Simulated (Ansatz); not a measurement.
**A hypothetical structure for TiMn3**

Starting from a made-up structure for TiMn3, the aim is the relaxed cell, its shortest contacts and, where a second run follows, its electronic structure.

Program: Ansatz 0.2.0. Level of theory: DFT, PBEsol, plane-wave PAW, files of the set soft_1, scalar-relativistic, ferromagnetic start, cell and ions relaxed at zero pressure; PAW set soft_1, in the first sound run; inputs show where later runs differ. Results are calculated unless marked as measured.

In doubt: warnings of the run leave room for a lower electronic state, so energies may not be the lowest and differences between runs may mislead.

### Step 1. Set-up

Symmetry: P6_3/mmc, No. 194, hexagonal system. The conventional cell has a = 5.438 Å, b = 5.438 Å, c = 4.451 Å, α = 90.00°, β = 90.00°, γ = 120.00°. Nearest to Mn lie 8 Mn at 2.65 to 2.78 Å and 4 Ti at 2.70 to 2.72 Å. Ti has 12 Mn at 2.70 to 2.72 Å nearest. Farther neighbours are not listed.

### Step 2. Relaxing cell and atoms

The guessed cell has no reason to be at equilibrium. It is relaxed with the atoms, within the space group of the guess.

input.yaml reads:

```yaml
crystal:
  lattice:
    - [5.438, 0.0, 0.0]
    - [-2.719, 4.709446146, 0.0]
    - [0.0, 0.0, 4.451]
  atoms:
    - { symbol: Mn, position: [0.8293, 0.1707, 0.75], spin: 4.0 }
    - { symbol: Mn, position: [0.3414, 0.1707, 0.75], spin: 4.0 }
    - { symbol: Mn, position: [0.8293, 0.6586, 0.75], spin: 4.0 }
    - { symbol: Mn, position: [0.1707, 0.8293, 0.25], spin: 4.0 }
    - { symbol: Mn, position: [0.6586, 0.8293, 0.25], spin: 4.0 }
    - { symbol: Mn, position: [0.1707, 0.3414, 0.25], spin: 4.0 }
    - { symbol: Ti, position: [0.666666667, 0.333333333, 0.25], spin: 1.0 }
    - { symbol: Ti, position: [0.333333333, 0.666666667, 0.75], spin: 1.0 }
magnetization:
  spin_polarized: true
kpoints:
  mp_grid: { grid: [6, 6, 6] }
scf:
  occupations: { method: fermi_dirac, width: 0.05 }
hamiltonian:
  xc: pbesol
  pseudopotentials: { kind: paw, azcp: { folder: soft_1 }, xc_functional: pbe }
relax:
  f_tol: 0.015
  max_steps: 70
  cell: {}
output:
  forces: true
  stress: true
```

On the command line:

```console
$ ansatz run input.yaml --threads 4 --pin off --max-ram 10240MiB --backend cpu --events-out ev --progress --plain --runs-dir out
```

Numbers of over 12 decimals in the logs are rounded to 6 here.

What it wrote:

```text
Engine: ansatz 0.2.0, x86_64-unknown-linux-gnu
Pseudopotentials: kind: paw
Pseudopotential: Mn, paw, valence charge 15, recommended cutoff 420 eV (normal), soft_1/Mn.paw.azcp
Pseudopotential: Ti, paw, valence charge 12, recommended cutoff 420 eV (normal), soft_1/Ti.paw.azcp
Functional definition: PBEsol
  exchange = pbesol_x
  correlation = pbesol_c
Crystal: 8 atoms, lattice volume = 113.990 Å³
Basis set: ecut = 420 eV, 2241 PW (Γ), exchange–correlation on 80×80×60 points (8 copies of the dense FFT grid, shifted against one another)
Bands: 84, of which v1, the nominal top of the filled ones, is band 57 counted from 1 (56 counted from 0)
Symmetry: 24 space group operations
Space group: P63/mmc (ITA 194), of the structure as read, at distance tolerance 4.8e-5 Å
Magnetic group: BNS 194.263 (UNI 1493), of the structure as read, at distance tolerance 4.8e-5 Å
k-points: 28 of 216
Non-local potential: Mn, projectors of the file, l = 0: 3, l = 1: 2, l = 2: 3, l = 3: 1
Non-local potential: Ti, projectors of the file, l = 0: 3, l = 1: 2, l = 2: 3, l = 3: 1
PAW form: soft (Blöchl's): semilocal exchange-correlation on the pseudo side does not see the compensation charge
PAW frozen core: Mn, regenerated for the run's functional, and the local potential with it (the file was generated under x = pbe(κ = 0.804, μ = 0.219515), c = pbe(β = 0.066725))
PAW frozen core: Ti, regenerated for the run's functional, and the local potential with it (the file was generated under x = pbe(κ = 0.804, μ = 0.219515), c = pbe(β = 0.066725))
PAW one-centre angular grid: Mn, 590 points (default); XC on 64 Gauss nodes
PAW one-centre angular grid: Ti, 590 points (default); XC on 64 Gauss nodes
Initial density: superposition of atomic densities (chi_scale 0.1, normalization cell)
Starting moments: Σ|m| = 26 μB on 8 of 8 sites
Initial wavefunctions: pseudopotential atomic-orbital guess
Functional: x = pbesol(κ = 0.804, μ = 0.123457), c = pbesol(β = 0.046)
SCF iter   1: F=—  HF=-28155.674606 eV  |F-HF|=—  |Δ(HF+E_count)|=         —  Δρ=8.37e-2 (↑8.37e-2 ↓3.47e-2)  dr2=4.96e0  dr2_m=3.12e0  M=20.035 μB ∫|m|=20.170 μB  β_m=0.30  ethr=3.10e-3  ⟨swp⟩=4.1  Hψ=13411  notcnv=0  defer=26
Mixer restart at iter 1: flushing history
preconditioner: auto → Kerker (q_TF=auto, 2.728 Å⁻¹)  [metal: Δε(μ)=0.018 eV  Ē_g=6.180 eV  σ=0.050 eV  W_gap=0.09  n_scr=44 (ndim 8)  ℏωp=24.6 eV  f_vac=0.000  D(μ)=4.83/eV (n_scr^D=44)]
spin=Collinear: Kerker preconditioning applied to the charge; magnetization (m = ρ↑ − ρ↓) channel mixes plain (no charge-response kernel on spin).
SCF iter   2: F=—  HF=-28154.890373 eV  |F-HF|=—  |Δ(HF+E_count)|=   7.84e-1  Δρ=5.05e-2 (↑5.05e-2 ↓3.22e-2)  dr2=1.64e0  dr2_m=1.56e0  M=19.672 μB ∫|m|=19.890 μB  β_m=0.53  ethr=3.10e-3  ⟨swp⟩=2.5  Hψ=7385  notcnv=0  defer=419
SCF iter   3: F=—  HF=-28157.277283 eV  |F-HF|=—  |Δ(HF+E_count)|=    2.39e0  Δρ=2.07e-2 (↑1.86e-2 ↓2.07e-2)  dr2=9.72e-2  dr2_m=3.84e-1  M=18.499 μB ∫|m|=19.430 μB  β_m=0.68  ethr=1.44e-3  ⟨swp⟩=2.0  Hψ=7536  notcnv=0  defer=419
SCF iter   4: F=—  HF=-28158.343843 eV  |F-HF|=—  |Δ(HF+E_count)|=         —  Δρ=1.20e-2 (↑7.03e-3 ↓1.20e-2)  dr2=1.03e-1  dr2_m=7.65e-2  M=17.594 μB ∫|m|=19.753 μB  β_m=0.68  ethr=8.52e-5  ⟨swp⟩=2.0  Hψ=7522  notcnv=0  defer=433
Mixer restart at iter 4: flushing history
SCF iter   5: F=—  HF=-28158.326113 eV  |F-HF|=—  |Δ(HF+E_count)|=   1.77e-2  Δρ=4.82e-3 (↑4.30e-3 ↓4.82e-3)  dr2=1.79e-2  dr2_m=1.76e-2  M=17.495 μB ∫|m|=19.677 μB  β_m=0.84  ethr=8.52e-5  ⟨swp⟩=2.3  Hψ=7279  notcnv=0  defer=427
SCF iter   6: F=—  HF=-28158.326478 eV  |F-HF|=—  |Δ(HF+E_count)|=   3.66e-4  Δρ=3.50e-3 (↑3.50e-3 ↓1.18e-3)  dr2=1.19e-2  dr2_m=3.44e-3  M=17.543 μB ∫|m|=19.812 μB  β_m=0.71  ethr=1.57e-5  ⟨swp⟩=2.0  Hψ=8672  notcnv=0  defer=470
SCF iter   7: F=—  HF=-28158.320833 eV  |F-HF|=—  |Δ(HF+E_count)|=   5.65e-3  Δρ=1.19e-3 (↑1.19e-3 ↓3.89e-4)  dr2=2.32e-3  dr2_m=2.70e-4  M=17.489 μB ∫|m|=19.723 μB  β_m=0.85  ethr=1.05e-5  ⟨swp⟩=2.0  Hψ=8381  notcnv=0  defer=480
SCF iter   8: F=—  HF=-28158.320775 eV  |F-HF|=—  |Δ(HF+E_count)|=   5.78e-5  Δρ=2.13e-4 (↑1.09e-4 ↓2.13e-4)  dr2=1.26e-4  dr2_m=4.01e-6  M=17.499 μB ∫|m|=19.731 μB  β_m=0.86  ethr=2.03e-6  ⟨swp⟩=2.1  Hψ=5958  notcnv=0  defer=480
SCF iter   9: F=—  HF=-28158.320841 eV  |F-HF|=—  |Δ(HF+E_count)|=   6.62e-5  Δρ=1.07e-4 (↑7.39e-5 ↓1.07e-4)  dr2=5.22e-5  dr2_m=4.70e-7  M=17.498 μB ∫|m|=19.729 μB  β_m=0.93  ethr=1.10e-7  ⟨swp⟩=2.0  Hψ=7482  notcnv=0  defer=480
SCF iter  10: F=—  HF=-28158.320843 eV  |F-HF|=—  |Δ(HF+E_count)|=   1.22e-6  Δρ=6.13e-5 (↑6.13e-5 ↓3.94e-5)  dr2=4.77e-6  dr2_m=1.53e-6  M=17.496 μB ∫|m|=19.726 μB  β_m=0.96  ethr=4.58e-8  ⟨swp⟩=2.0  Hψ=6035  notcnv=0  defer=480
SCF iter  11: F=—  HF=-28158.320841 eV  |F-HF|=—  |Δ(HF+E_count)|=   1.98e-6  Δρ=2.32e-5 (↑2.10e-5 ↓2.32e-5)  dr2=2.19e-6  dr2_m=2.74e-8  M=17.496 μB ∫|m|=19.726 μB  β_m=0.97  ethr=4.19e-9  ⟨swp⟩=2.0  Hψ=7563  notcnv=0  defer=480
SCF iter  12: F=—  HF=-28158.320841 eV  |F-HF|=—  |Δ(HF+E_count)|=   2.98e-7  Δρ=5.83e-6 (↑5.62e-6 ↓5.83e-6)  dr2=9.01e-8  dr2_m=1.82e-8  M=17.496 μB ∫|m|=19.727 μB  β_m=0.98  ethr=1.92e-9  ⟨swp⟩=2.1  Hψ=6219  notcnv=0  defer=480
SCF iter  13: F=—  HF=-28158.320841 eV  |F-HF|=—  |Δ(HF+E_count)|=   7.30e-9  Δρ=1.59e-6 (↑1.59e-6 ↓1.34e-6)  dr2=1.34e-8  dr2_m=7.76e-11  M=17.496 μB ∫|m|=19.727 μB  β_m=0.99  ethr=7.90e-11  ⟨swp⟩=2.0  Hψ=6395  notcnv=0  defer=480
SCF iter  14: F=-28158.320841 eV  HF=-28158.320841 eV  |F-HF|=2.91e-11  |Δ(HF+E_count)|=  7.75e-10  Δρ=1.68e-7 (↑1.68e-7 ↓1.39e-7)  dr2=5.53e-11  dr2_m=1.09e-11  M=17.496 μB ∫|m|=19.727 μB  ethr=1.18e-11  ⟨swp⟩=1.1  Hψ=10910  notcnv=0
SCF 1 converged in 14 iterations: F = -28158.320841 eV  dr2 = 5.53e-11
  greatest PAW one-centre occupation: 1.000 electrons in one spin orbital (limit 2), on the Mn atom at site 5 (counted from 0), in its partial waves of l = 0
relax step   1: F+E_penalty+E_count = -28158.32084093 eV  Δ(F+E_penalty+E_count) = +0.000e0 eV  max|allowed force component| = 8.050e-1 eV/Å  Δτ_max = 0.0000 Å  P = -7.396 GPa  Ω = 113.990 Å³  (14 SCF iters, dr2 threshold 1.00e-7 eV, accepted)
Crystal: 8 atoms, lattice volume = 106.047 Å³
Basis set: ecut = 420 eV, 2073 PW (Γ), exchange–correlation on 80×80×60 points (8 copies of the dense FFT grid, shifted against one another)
Initial density: handed on by an earlier stage of this run
Starting moments: Σ|m| = 26 μB on 8 of 8 sites; this step starts from the density that it was given
Initial wavefunctions: those handed on with the density
[...]
preconditioner: auto → none  [metal: Δε(μ)=0.009 eV  Ē_g=5.845 eV  σ=0.050 eV  W_gap=0.04  n_scr=8 (ndim 8)  ℏωp=26.6 eV  f_vac=0.000  D(μ)=13.39/eV (n_scr^D=192)]
SCF iter   2: F=—  HF=-28159.440675 eV  |F-HF|=—  |Δ(HF+E_count)|=   2.26e-6  Δρ=2.15e-4 (↑2.15e-4 ↓7.99e-5)  dr2=2.76e-5  dr2_m=1.35e-5  M=9.892 μB ∫|m|=10.158 μB  β_m=0.45  ethr=3.55e-8  ⟨swp⟩=2.0  Hψ=6126  notcnv=0
SCF iter   3: F=—  HF=-28159.440701 eV  |F-HF|=—  |Δ(HF+E_count)|=   2.62e-5  Δρ=8.17e-5 (↑8.17e-5 ↓4.85e-5)  dr2=5.74e-6  dr2_m=1.16e-6  M=9.885 μB ∫|m|=10.151 μB  β_m=0.44  ethr=1.92e-8  ⟨swp⟩=2.0  Hψ=7905  notcnv=0
SCF iter   4: F=—  HF=-28159.440715 eV  |F-HF|=—  |Δ(HF+E_count)|=   1.47e-5  Δρ=4.45e-5 (↑4.45e-5 ↓3.52e-5)  dr2=4.72e-7  dr2_m=9.12e-7  M=9.885 μB ∫|m|=10.151 μB  β_m=0.72  ethr=3.99e-9  ⟨swp⟩=1.0  Hψ=4705  notcnv=0
SCF iter   5: F=—  HF=-28159.440732 eV  |F-HF|=—  |Δ(HF+E_count)|=   1.63e-5  Δρ=3.71e-5 (↑3.71e-5 ↓3.58e-5)  dr2=8.78e-7  dr2_m=1.05e-6  M=9.882 μB ∫|m|=10.149 μB  β_m=0.86  ethr=3.28e-10  ⟨swp⟩=2.0  Hψ=8035  notcnv=0
SCF iter   6: F=—  HF=-28159.440741 eV  |F-HF|=—  |Δ(HF+E_count)|=   9.71e-6  Δρ=7.66e-5 (↑7.66e-5 ↓2.77e-5)  dr2=2.85e-6  dr2_m=2.18e-6  M=9.877 μB ∫|m|=10.145 μB  β_m=0.47  ethr=3.28e-10  ⟨swp⟩=2.9  Hψ=8524  notcnv=0  recentre
SCF iter   7: F=—  HF=-28159.440739 eV  |F-HF|=—  |Δ(HF+E_count)|=   2.20e-6  Δρ=1.98e-5 (↑1.98e-5 ↓1.02e-5)  dr2=1.47e-7  dr2_m=1.53e-7  M=9.878 μB ∫|m|=10.146 μB  β_m=0.58  ethr=3.28e-10  ⟨swp⟩=2.0  Hψ=8035  notcnv=0
SCF iter   8: F=—  HF=-28159.440740 eV  |F-HF|=—  |Δ(HF+E_count)|=   7.29e-7  Δρ=3.58e-6 (↑3.58e-6 ↓1.39e-6)  dr2=1.09e-8  dr2_m=3.09e-9  M=9.877 μB ∫|m|=10.144 μB  β_m=0.79  ethr=1.02e-10  ⟨swp⟩=2.0  Hψ=7498  notcnv=0
SCF iter   9: F=—  HF=-28159.440740 eV  |F-HF|=—  |Δ(HF+E_count)|=   7.06e-8  Δρ=1.15e-6 (↑1.15e-6 ↓7.43e-7)  dr2=1.76e-9  dr2_m=3.77e-10  M=9.877 μB ∫|m|=10.145 μB  β_m=0.90  ethr=7.56e-12  ⟨swp⟩=2.0  Hψ=7488  notcnv=0
SCF iter  10: F=—  HF=-28159.440740 eV  |F-HF|=—  |Δ(HF+E_count)|=   1.82e-8  Δρ=1.95e-7 (↑7.57e-8 ↓1.95e-7)  dr2=5.82e-11  dr2_m=1.24e-11  M=9.877 μB ∫|m|=10.145 μB  β_m=0.90  ethr=1.23e-12  ⟨swp⟩=2.0  Hψ=7998  notcnv=0
SCF iter  11: F=—  HF=-28159.440740 eV  |F-HF|=—  |Δ(HF+E_count)|=  1.16e-10  Δρ=1.29e-7 (↑6.33e-8 ↓1.29e-7)  dr2=3.23e-11  dr2_m=1.29e-12  M=9.877 μB ∫|m|=10.145 μB  β_m=0.95  ethr=1.00e-12  ⟨swp⟩=1.0  Hψ=4704  notcnv=0
SCF iter  12: F=—  HF=-28159.440740 eV  |F-HF|=—  |Δ(HF+E_count)|=  1.02e-10  Δρ=4.83e-8 (↑3.87e-8 ↓4.83e-8)  dr2=6.47e-12  dr2_m=1.28e-13  M=9.877 μB ∫|m|=10.145 μB  β_m=0.81  ethr=1.00e-12  ⟨swp⟩=1.6  Hψ=5379  notcnv=0
SCF iter  13: F=-28159.440740 eV  HF=-28159.440740 eV  |F-HF|=7.28e-12  |Δ(HF+E_count)|=  2.18e-11  Δρ=4.23e-8 (↑4.23e-8 ↓4.18e-8)  dr2=8.42e-12  dr2_m=2.56e-14  M=9.877 μB ∫|m|=10.145 μB  ethr=1.00e-12  ⟨swp⟩=2.0  Hψ=10889  notcnv=0
SCF 8 converged in 13 iterations: F = -28159.440740 eV  dr2 = 8.42e-12
  greatest PAW one-centre occupation: 1.000 electrons in one spin orbital (limit 2), on the Mn atom at site 3 (counted from 0), in its partial waves of l = 0
relax step   8: F+E_penalty+E_count = -28159.44074002 eV  Δ(F+E_penalty+E_count) = +1.713e-2 eV  max|allowed force component| = 3.918e-3 eV/Å  Δτ_max = 0.0000 Å  P = -0.031 GPa  Ω = 97.543 Å³  stress off target by 3.42e-2 GPa  SCF on the basis re-selected at this cell (its energy is not comparable with the rows above)  (13 SCF iters)
basis re-selected at this cell: Δ(F+E_penalty+E_count) = +1.713e-2 eV, ΔP = -0.034 GPa vs the last step (what re-selecting the basis moved, of the pressure what is left beyond the Pulay correction that the steps carried, after the strain that the cell walked since its last selection, with what the two solves' SCF thresholds leave and, on support functions, any second-order correction that the steps lacked; it is no measure of the basis error at this ecutwfc). The dense FFT grid was sized anew with the basis: this SCF ran on 36×36×30 points, the steps before it on 40×40×30, so part of this shift can come from that change (see relax.cell in the input reference). [rest of the remark cut]
WARN: an SCF from ferrimagnetic starting moments (-4.00, -4.00, -4.00, 4.00, 4.00, 4.00, 1.00, 1.00 Bohr magnetons, atom by atom) was not made, by what the run has read of turns of its moments that order reads lower: the deck asks for what bars it, or types moments that do (magnetization.spin_polarized, in the input reference, names some of the keys), or the run goes by scf.lower_state_search: light, the default, which as a rule tries one only behind a close that has lost an order of both signs, or on which an open d or half-filled 4f shell of a PAW file has lost a moment that was set nearer to Hund's than to what is left; [rest of the remark cut]
SCF converged after 13 iterations
Magnetization: 9.8770 μB (61.9385 up, 52.0615 down)
Absolute magnetization: 10.1580 μB (∫|ρ↑−ρ↓|, with the PAW one-centre terms)
Spin contamination: 0.2238 ħ² per cell (⟨S²⟩ above its minimum at these occupations)
Per-site moments (μB) at R_I (Å): [(1.562569, 1.009376), (1.562569, 1.009376), (1.562569, 1.009376), (1.562569, 1.009376), (1.562569, 1.009376), (1.562569, 1.009376), (-0.033948, 1.065417), (-0.033948, 1.065417)]
Free energy (F): -28159.440740 eV
Harris-Foulkes:  -28159.440740 eV  (|F-HF|=7.28e-12)
Internal energy: -28159.332053 eV  (E = F + TS)
E sigma→0 (E₀):  -28159.386397 eV
Entropy (-TS):   -0.108687 eV (-13.586 meV/atom)
Fermi energy:    17.854711 eV
--- Per-component energies (eV) ---
  E_band       = -1333.714559
  E_kinetic    = 2492.590182
  E_local      = -13193.683243  (includes V_loc(G=0)·N_el)
  E_nonlocal   = 2862.419400
  E_hartree    = 5032.207111
  E_xc         = -891.593257
  E_vxc        = -1139.361723  (∫ρ·V_xc dr)
  E_paw        = -9807.352493  (= ΣΔE_a)
  E_vpaw       = -2420.094094  (= ΣTr[D̂ρ^β])
  E_aug_tail   = 0.000432  (compensation charges beyond the density's cutoff)
  E_ewald      = -14655.216859
  E_core_change = 1.296672  (= ΣΔE_core)
  E_smearing   = -0.108687  (= −TS)
  E_closure    = 0.000000  (closes the sum)
  Σ components = -28159.440740   (vs F -28159.440740, Δ=0.00e0)
--- Forces (eV/Å), atoms counted from 1 ---
  atom   1  Mn    -0.00339280     0.00195884    -0.00000000
  atom   2  Mn     0.00339280     0.00195884    -0.00000000
  atom   3  Mn     0.00000000    -0.00391767     0.00000000
  atom   4  Mn     0.00339280    -0.00195884     0.00000000
  atom   5  Mn    -0.00339280    -0.00195884     0.00000000
  atom   6  Mn     0.00000000     0.00391767    -0.00000000
  atom   7  Ti    -0.00000000    -0.00000000    -0.00000000
  atom   8  Ti     0.00000000     0.00000000     0.00000000
  max |Σ_I F_I| component: 3.01e-17 eV/Å
--- Stress (GPa, compression-positive) ---
       -0.029495       0.000000       0.000000
        0.000000      -0.029495      -0.000000
        0.000000      -0.000000      -0.034185
  P = ⅓ Tr σ = -0.0311 GPa (-0.311 kbar)
--- Relaxed structure (7 steps of the walk, 7 accepted, 1 SCFs on fresh bases) ---
  F+E_penalty+E_count = -28159.44074002 eV   max|allowed force component| = 3.918e-3 eV/Å   (the final SCF, on the basis selected at the relaxed cell)
  cell:  # Å, volume = 97.5434 Å³
    - [5.163315, 0, 0]
    - [-2.581657, 4.471562, 0]
    - [0, 0, 4.224836]
  atoms:
    - { symbol: Mn, position: [0.842028, 0.157972, 0.750000] }
    - { symbol: Mn, position: [0.315943, 0.157972, 0.750000] }
    - { symbol: Mn, position: [0.842028, 0.684057, 0.750000] }
    - { symbol: Mn, position: [0.157972, 0.842028, 0.250000] }
    - { symbol: Mn, position: [0.684057, 0.842028, 0.250000] }
    - { symbol: Mn, position: [0.157972, 0.315943, 0.250000] }
    - { symbol: Ti, position: [0.666667, 0.333333, 0.250000] }
    - { symbol: Ti, position: [0.333333, 0.666667, 0.750000] }
```

Wall time 50 s (4 threads of AMD EPYC 9R14 (Zen 4), shared host); peak memory 0.91 GiB; 3.1 min of CPU time.

Relaxation path:

```tsv
step	energy less that of the first step (eV)	largest force component (eV/Å)	pressure (GPa)	volume (Å³)
1	0.0000	0.8050	-7.40	113.99
2	-0.6775	0.6148	-10.53	106.05
3	-1.0591	0.3886	-4.20	99.77
4	-1.1266	0.0817	2.29	95.91
5	-1.1367	0.0100	0.21	97.38
6	-1.1370	0.0008	0.00	97.54
7	-1.1370	0.0002	0.00	97.54
8*	-1.1199	0.0039	-0.03	97.54
```

Relaxation steps marked * repeat the geometry before them on a plane-wave basis chosen anew for their cell, so energy and pressure can jump there.

The run keeps the 24 symmetry operations that it works with, so distortions that break them were not tested.

```tsv
conventional cell, symmetrised	before	after	change
a (Å)	5.438	5.163	-5.1 %
b (Å)	5.438	5.163	-5.1 %
c (Å)	4.451	4.225	-5.1 %
volume (Å³/atom)	14.25	12.19	-14.4 %
```

The atoms that moved most (Å, as changes of fractional coordinates times the final cell):

```tsv
atom	dx	dy	dz	length
Mn4	-0.099	0.057	0.000	0.114
Mn1	0.099	-0.057	0.000	0.114
Mn5	0.099	0.057	0.000	0.114
Mn6	0.000	-0.114	0.000	0.114
Mn2	-0.099	-0.057	0.000	0.114
Mn3	0.000	0.114	0.000	0.114
```

The relaxed structure:

```cif
data_structure
_symmetry_space_group_name_H-M 'P 1'
_symmetry_Int_Tables_number 1
_cell_length_a 5.1633
_cell_length_b 5.1633
_cell_length_c 4.2248
_cell_angle_alpha 90.000
_cell_angle_beta 90.000
_cell_angle_gamma 120.000
_cell_volume 97.54
loop_
_atom_site_label
_atom_site_type_symbol
_atom_site_fract_x
_atom_site_fract_y
_atom_site_fract_z
_atom_site_occupancy
Mn1 Mn 0.84203 0.15797 0.75000 1
Mn2 Mn 0.31594 0.15797 0.75000 1
Mn3 Mn 0.84203 0.68406 0.75000 1
Mn4 Mn 0.15797 0.84203 0.25000 1
Mn5 Mn 0.68406 0.84203 0.25000 1
Mn6 Mn 0.15797 0.31594 0.25000 1
Ti7 Ti 0.66667 0.33333 0.25000 1
Ti8 Ti 0.33333 0.66667 0.75000 1
```

Numbers from this step:

- free energy: -28159.4407 eV
- energy at zero smearing: -28159.3864 eV
- smearing term TS: 0.1087 eV
- Fermi energy: 17.85 eV
- magnetization: 9.877 μB
- absolute magnetization: 10.16 μB
- site moments: 1.563, 1.563, 1.563, 1.563, 1.563, 1.563, -0.03395, -0.03395 μB
- electrons: 114
- symmetry operations: 24
- pressure: -0.03106 GPa

Site moment by atom:

```tsv
atom	site moment (μB)
Mn1	1.56
Mn2	1.56
Mn3	1.56
Mn4	1.56
Mn5	1.56
Mn6	1.56
Ti7	-0.03
Ti8	-0.03
```

Shortest distances by pair of elements, guess and relaxed (not always the same contact):

```tsv
pair	guess (Å)	relaxed (Å)
Mn–Mn	2.653	2.447
Mn–Ti	2.702	2.583
Ti–Ti	3.848	3.654
```

The relaxation ends with a largest force component of 0.0039 eV/Å and a pressure of -0.03 GPa.

(Part 1 of 2 ends here.)

[Logs are printed without paths, hosts, clocks, repeated set-up lines and the standing remarks that a program may print on its own settings, such as how far it seeks lower states.]

[Hosts, paths, dates, database ids (printed as entryN), source tags and the programs' standing remarks are cut or masked in the printed files.]
